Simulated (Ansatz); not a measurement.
## Au(111) with 4 thermally displaced layers, 2x2: scattering by thermal displacements

How much do lattice vibrations at 800 K scatter the electrons of Au? Layers with random displacements are laid between perfect leads, and the resistance is followed against their length.

Main program and level: Ansatz 0.2.0; Ansatz plane-wave DFT, PBE, PAW files; ballistic transport by layer matching (Landauer), zero bias; PAW set soft_1.

Most raw output is cut from this account.

## (1) The starting structure

The cell holds 40 atoms: 40 Au. Cell: a = 5.768 Å, b = 5.768 Å, c = 23.605 Å, α = 93.5°, β = 86.5°, γ = 120.0°. It derives from Au. Regions: lead, 24 atoms (24 Au); scattering region, 16 atoms (16 Au). The structure is stacked along c, and the current runs across the ab planes.

## (2) With 4 displaced layers

Each atom of 4 layers is moved at random, by amounts drawn from a normal law 0.1474 Å wide in each direction from the Debye model (165 K) at 800 K. The layers about the cell's end stay perfect and serve as the lead. Disorder leaves little or no symmetry, which makes such runs dear. Energies from -0.05 to 0.05 eV in steps of 0.05 eV are too few for the program's thermal sum, so it prints no conductance; for a metal the transmission near the Fermi level serves, at a fraction of the cost.

input.yaml reads:

```yaml
crystal:
  lattice:
    - [5.7675164607, 0.0, 0.0]
    - [-2.8837582304, 4.9948157718, 0.0]
    - [1.4418791152, -0.8324692953, 23.5457873532]
  atoms:
    - { symbol: Au, position: [0.9916666667, 0.0083333333, 0.05] }
    - { symbol: Au, position: [0.9916666667, 0.5083333333, 0.05] }
    - { symbol: Au, position: [0.4916666667, 0.0083333333, 0.05] }
    - { symbol: Au, position: [0.4916666667, 0.5083333333, 0.05] }
    - { symbol: Au, position: [0.1416666667, 0.3583333333, 0.15] }
    - { symbol: Au, position: [0.1416666667, 0.8583333333, 0.15] }
    - { symbol: Au, position: [0.6416666667, 0.3583333333, 0.15] }
    - { symbol: Au, position: [0.6416666667, 0.8583333333, 0.15] }
[... 28 atom lines left out ...]
    - { symbol: Au, position: [0.8416666667, 0.1583333333, 0.95] }
    - { symbol: Au, position: [0.8416666667, 0.6583333333, 0.95] }
    - { symbol: Au, position: [0.3416666667, 0.1583333333, 0.95] }
    - { symbol: Au, position: [0.3416666667, 0.6583333333, 0.95] }
kpoints:
  mp_grid: { grid: [5, 5, 1] }
hamiltonian:
  xc: pbe
  pseudopotentials: { kind: paw, azcp: { folder: soft_1 } }
scf:
  occupations: { method: fermi_dirac, width: 0.1 }
output:
  transmission:
    leads: [[0, 4]]
    kmesh: [10, 10]
    e_range: [-0.05, 0.05]
    de: 0.05
  write_potential: true
  write_density: true
  volumetric_format: npy
  elf: true
```

Run with:

```bash
ansatz run input.yaml --threads 4 --pin off --max-ram 15360MiB --backend cpu --events-out ev --progress --plain --runs-dir out
```

It took 14 min on 4 threads of Arm Neoverse V1, shared host; peak memory 6.5 GiB; 49 min of CPU time.

This step gave:

| Item | Value |
| --- | --- |
| free energy | -526042.5526 eV |
| energy at zero smearing | -526042.3184 eV |
| Fermi energy | 20.74 eV |
| cell area | 28.81 Å² |
| transmission per spin nearest the Fermi level | 2.945 |
| open channels per spin nearest the Fermi level | 3.21 |
| step of the lead's potential | 10.7 meV |

Per spin. Table of transmission, zone mean by energy, zero at the Fermi level:

| energy (eV) | transmission, zone mean |
| --- | --- |
| -0.0500 | 2.93 |
| 0.0000 | 2.95 |
| 0.0500 | 2.96 |

Per spin. The open channels, zone mean, lead stays at 3.21 for energy from -0.05 to 0.05 eV.

Transmission over k1 and k2. At 0.0000 eV from the Fermi level.

Ten even steps from '0' (2.36) to '9' (3.37):
```
5855565555
5575555555
5558565555
5555215555
9999030999
5555512555
5555565855
5555555575
5555565558
8555565555
```
Columns: k1 (b1) from -0.5 to 0.4; rows upwards: k2 (b2) from -0.5 to 0.4.

Open channels over k1 and k2. At 0.0000 eV from the Fermi level.

Ten even steps from '0' (3.00) to '9' (4.00):
```
0900090000
0090090000
0009090000
0000000000
9999000999
0000000000
0000090900
0000090090
0000090009
9000090000
```
Columns: k1 (b1) from -0.5 to 0.4; rows upwards: k2 (b2) from -0.5 to 0.4.

ELF in the cb plane at fractional x = 0.030, with atoms of Au within 0.2 Å of it. It is the smooth field of the valence electrons, not physical close to the nuclei.

Ten even steps from '0' (0.12) to '9' (0.76), each cell a mean:
```
32101111001333212567641111110000001246996311
53111111000111113589641111110000011135775311
54211111000111113577631111111001121124543111
54211111001233212355421122221013443111221112
32101111112455421122110123321124554211111112
11000111113566521111100123321124554212332111
10000111113566422344310122211124543224665211
21001111112454323566521111110012322236986311
43111111001222124698631111100001111146886311
54211111000111124687531000000001111135654211
54211111000122113555310001000012332112332112
53111111001344321222100011110124543111111112
21001111113566531111000112110124543111221112
10000111113566531111110111110023332123554211
10000111112565421244421111110001111135775311
```
Columns run along c (16.0 Å, from fractional 0.16 to 0.84 of the cell), rows up along b (5.8 Å). Atoms in or near the plane, at fractional coordinates: Au at (0.44, 0.40), Au at (0.45, 0.89), Au at (0.75, 0.46), Au at (0.75, 0.96).

Electrostatic potential energy in the cb plane at fractional x = 0.030, with atoms of Au within 0.2 Å of it. With pseudopotentials it is smooth inside the atoms' cores, unlike the true potential.

Values in eV, 8 rows by 16 columns, each cell a mean:
```
 10  22  20  22  14  18 -16 -15  21  21  23  23  22 -12 -22  18
 -3  20  20  23  19  19 -13  -8  21  17  22  18  16  10   6  20
 14  22  21  19 -11   8  16  18  19   6  19  -4  -3  19  18  19
 22  23  21  16 -19   4   1   8  21  15  21   2   5  -2 -14  19
 10  21  20  22  12  14 -24 -11  22  23  23  20  19 -12 -22  18
 -3  20  20  23  17  17 -12   2  23  22  23  14  16  11   6  19
 14  22  21  19 -14   4  19  21  22  19  22   2   9  20  17  20
 22  23  21  17 -19   3  12  12  22  20  23  16  19  -1 -14  19
```
Columns run along c (16.0 Å, from fractional 0.16 to 0.84 of the cell; values clipped at the 3rd and 97th percentile), rows up along b (5.8 Å). Atoms in or near the plane, at fractional coordinates: Au at (0.44, 0.40), Au at (0.45, 0.89), Au at (0.75, 0.46), Au at (0.75, 0.96).

Valence density in the cb plane at fractional x = 0.030, with atoms of Au within 0.2 Å of it. It is the smooth field of the valence electrons, not physical close to the nuclei.

Ten steps, logarithmic in the rise over the least value, from '0' (0 e/Å³) to '9' (13 e/Å³), each cell a mean:
```
32111111111344323688742111110000001258998521
64211221000111124799852111110000001247987411
75311221000111124789742122210001221135664212
74211221101233222566521123321113443212321113
43111111112566522233211134432135775311221113
21001111124788632222211134432136775323443212
10001111124788633455421123321125664346886311
21101111113566434788631111110013332258998421
53211221101233236899741001000001221258997421
75211221100112225899731000000001221246875311
75211221001223224676420011100013432123442112
64211121112466432333200011110124553211221113
32101111113688632111100112210135653112332112
10001111114788742122210112210123432124665211
11001111113677532355421111110001211247997421
```
Columns run along c (16.0 Å, from fractional 0.16 to 0.84 of the cell), rows up along b (5.8 Å). Atoms in or near the plane, at fractional coordinates: Au at (0.44, 0.40), Au at (0.45, 0.89), Au at (0.75, 0.46), Au at (0.75, 0.96).

Over the solved energies the transmission per spin lies between 2.93 and 2.96, out of 3.21 channels of the lead on average (up to 3.21).

## (3) With 8 displaced layers

Each atom of 8 layers is moved at random, by amounts drawn from a normal law 0.1474 Å wide in each direction from the Debye model (165 K) at 800 K. A fresh draw is used; the growth of the resistance with length is what counts.

System of this step: Au(111) with 8 thermally displaced layers, 2x2. The cell holds 56 atoms: 56 Au. Cell: a = 5.768 Å, b = 5.768 Å, c = 33.006 Å, α = 87.5°, β = 92.5°, γ = 120.0°. It derives from Au. Regions: lead, 24 atoms (24 Au); scattering region, 32 atoms (32 Au). The structure is stacked along c, and the current runs across the ab planes.

input.yaml reads:

```yaml
crystal:
  lattice:
    - [5.7675164607, 0.0, 0.0]
    - [-2.8837582304, 4.9948157718, 0.0]
    - [-1.4418791152, 0.8324692953, 32.9641022945]
  atoms:
    - { symbol: Au, position: [0.005952381, 0.994047619, 0.0357142857] }
    - { symbol: Au, position: [0.005952381, 0.494047619, 0.0357142857] }
    - { symbol: Au, position: [0.505952381, 0.994047619, 0.0357142857] }
    - { symbol: Au, position: [0.505952381, 0.494047619, 0.0357142857] }
    - { symbol: Au, position: [0.1845238095, 0.3154761905, 0.1071428571] }
    - { symbol: Au, position: [0.1845238095, 0.8154761905, 0.1071428571] }
    - { symbol: Au, position: [0.6845238095, 0.3154761905, 0.1071428571] }
    - { symbol: Au, position: [0.6845238095, 0.8154761905, 0.1071428571] }
[... 44 atom lines left out ...]
    - { symbol: Au, position: [0.3273809524, 0.1726190476, 0.9642857143] }
    - { symbol: Au, position: [0.3273809524, 0.6726190476, 0.9642857143] }
    - { symbol: Au, position: [0.8273809524, 0.1726190476, 0.9642857143] }
    - { symbol: Au, position: [0.8273809524, 0.6726190476, 0.9642857143] }
kpoints:
  mp_grid: { grid: [5, 5, 1] }
hamiltonian:
  xc: pbe
  pseudopotentials: { kind: paw, azcp: { folder: soft_1 } }
scf:
  occupations: { method: fermi_dirac, width: 0.1 }
output:
  transmission:
    leads: [[0, 4]]
    kmesh: [10, 10]
    e_range: [-0.05, 0.05]
    de: 0.05
  write_potential: true
  write_density: true
  volumetric_format: npy
```

Run time: 24 min. Hardware: 4 threads; peak memory 8 GiB.

Numbers from this step:

* free energy: -736455.8457 eV
* energy at zero smearing: -736455.5189 eV
* Fermi energy: 20.73 eV
* transmission per spin nearest the Fermi level: 2.695
* step of the lead's potential: 6.5 meV

Per spin. The transmission, zone mean by energy, zero at the Fermi level:

| energy (eV) | transmission, zone mean |
| --- | --- |
| -0.0500 | 2.68 |
| 0.0000 | 2.70 |
| 0.0500 | 2.72 |

Over the solved energies the transmission per spin lies between 2.68 and 2.72, out of 3.21 channels of the lead on average (up to 3.21).

## (4) With 12 displaced layers

Each atom of 12 layers is moved at random, by amounts drawn from a normal law 0.1474 Å wide in each direction from the Debye model (165 K) at 800 K. A fresh draw is used; the growth of the resistance with length is what counts.

System of this step: Au(111) with 12 thermally displaced layers, 2x2. The cell holds 72 atoms: 72 Au. Cell: a = 5.768 Å, b = 5.768 Å, c = 42.382 Å, α = 90.0°, β = 90.0°, γ = 120.0°. It derives from Au. Regions: lead, 24 atoms (24 Au); scattering region, 48 atoms (48 Au). The structure is stacked along c, and the current runs across the ab planes.

input.yaml reads:

```yaml
crystal:
  lattice:
    - [5.7675164607, 0.0, 0.0]
    - [-2.8837582304, 4.9948157718, 0.0]
    - [0.0, 0.0, 42.3824172358]
  atoms:
    - { symbol: Au, position: [0.0, 0.0, 0.0277777778] }
    - { symbol: Au, position: [0.0, 0.5, 0.0277777778] }
    - { symbol: Au, position: [0.5, 0.0, 0.0277777778] }
    - { symbol: Au, position: [0.5, 0.5, 0.0277777778] }
    - { symbol: Au, position: [0.1666666667, 0.3333333333, 0.0833333333] }
    - { symbol: Au, position: [0.1666666667, 0.8333333333, 0.0833333333] }
    - { symbol: Au, position: [0.6666666667, 0.3333333333, 0.0833333333] }
    - { symbol: Au, position: [0.6666666667, 0.8333333333, 0.0833333333] }
[... 60 atom lines left out ...]
    - { symbol: Au, position: [0.3333333333, 0.1666666667, 0.9722222222] }
    - { symbol: Au, position: [0.3333333333, 0.6666666667, 0.9722222222] }
    - { symbol: Au, position: [0.8333333333, 0.1666666667, 0.9722222222] }
    - { symbol: Au, position: [0.8333333333, 0.6666666667, 0.9722222222] }
kpoints:
  mp_grid: { grid: [5, 5, 1] }
hamiltonian:
  xc: pbe
  pseudopotentials: { kind: paw, azcp: { folder: soft_1 } }
scf:
  occupations: { method: fermi_dirac, width: 0.1 }
output:
  transmission:
    leads: [[0, 4]]
    kmesh: [10, 10]
    e_range: [-0.05, 0.05]
    de: 0.05
  write_potential: true
  write_density: true
  volumetric_format: npy
```

Elapsed: 40 min, on 4 threads; peak memory 9.8 GiB; 2.6 h of CPU time.

Numbers from this step:

* free energy: -946866.9774 eV
* energy at zero smearing: -946866.5956 eV
* Fermi energy: 20.72 eV
* transmission per spin nearest the Fermi level: 2.487
* step of the lead's potential: 14.5 meV

Per spin. Transmission, zone mean against energy, zero at the Fermi level:

| energy (eV) | transmission, zone mean |
| --- | --- |
| -0.0500 | 2.46 |
| 0.0000 | 2.49 |
| 0.0500 | 2.51 |

Over the solved energies the transmission per spin lies between 2.46 and 2.51, out of 3.21 channels of the lead on average (up to 3.21).

## (5) The fit

This step: Ansatz plane-wave DFT, PBE, PAW files; ballistic transport by layer matching (Landauer), zero bias; resistivity from the slope of the area resistance; PAW set soft_1 (Ansatz 0.2.0).

This step gave:

* resistivity: 12.32 µΩ cm
* intercept: -0.01166 fΩ m²
* scatter about the fit: 4.10e-4 fΩ m²

Resistance, by row:

| run | length (Å) | T | channels N | RA (fΩ m²) |
| --- | --- | --- | --- | --- |
| n4 | 9.418 | 2.944 | 3.21 | 0.1046 |
| n8 | 18.84 | 2.698 | 3.21 | 0.2198 |
| n12 | 28.25 | 2.487 | 3.21 | 0.3366 |

Table of area resistance by length of the displaced region:

| length of the displaced region (Å) | area resistance (fΩ m²) |
| --- | --- |
| 9.42 | 0.105 |
| 18.84 | 0.220 |
| 28.25 | 0.337 |

The area resistance goes from 0.10 to 0.34 fΩ m² between 9.4 and 28.3 Å, a slope of 12 µΩ cm.

By hand from the end points: (0.3366 − 0.1046) fΩ m² / (28.25 − 9.42) Å = 12 µΩ cm, since 1 fΩ m² per Å is 1000 µΩ cm.

## (6) Results

```yaml
resistivity_from_the_slope: 12.3 µΩ cm
area_resistance_over_9p42_a: 0.105 fΩ m²
area_resistance_over_18p8_a: 0.220 fΩ m²
area_resistance_over_28p3_a: 0.337 fΩ m²
```

What this shows: The slope gives 12 µΩ cm. The points scatter by 4.1e-4 fΩ m² about the line, with one random draw a length in a 2x2 cell, so the slope is a rough value. The mean square of the displacements drawn is 0.78, 0.99 and 1.2 of the nominal one at the three lengths; with each resistance scaled back by that, the slope is 8.1 µΩ cm, the value used below. Read with a model of isotropic scattering on a spherical Fermi surface and the lead's 0.86×10¹⁵ S/m², this slope means a mean free path near 123 Å; over these lengths the model's slope is 1.14 times its bulk resistivity, which would be 7.1 µΩ cm. Uncorrelated displacements put too much weight on short waves, which scatter strongly; with the sideways repeat of a small cell, one draw and three short lengths, the method is good to a factor of two or three. Spin-orbit coupling is left out, which matters for Au.

[Logs are printed without paths, hosts, clocks, repeated set-up lines and the standing remarks that a program may print on its own settings, such as how far it seeks lower states.]

[Hosts, paths, dates, database ids (printed as entryN), source tags and the programs' standing remarks are cut or masked in the printed files.]
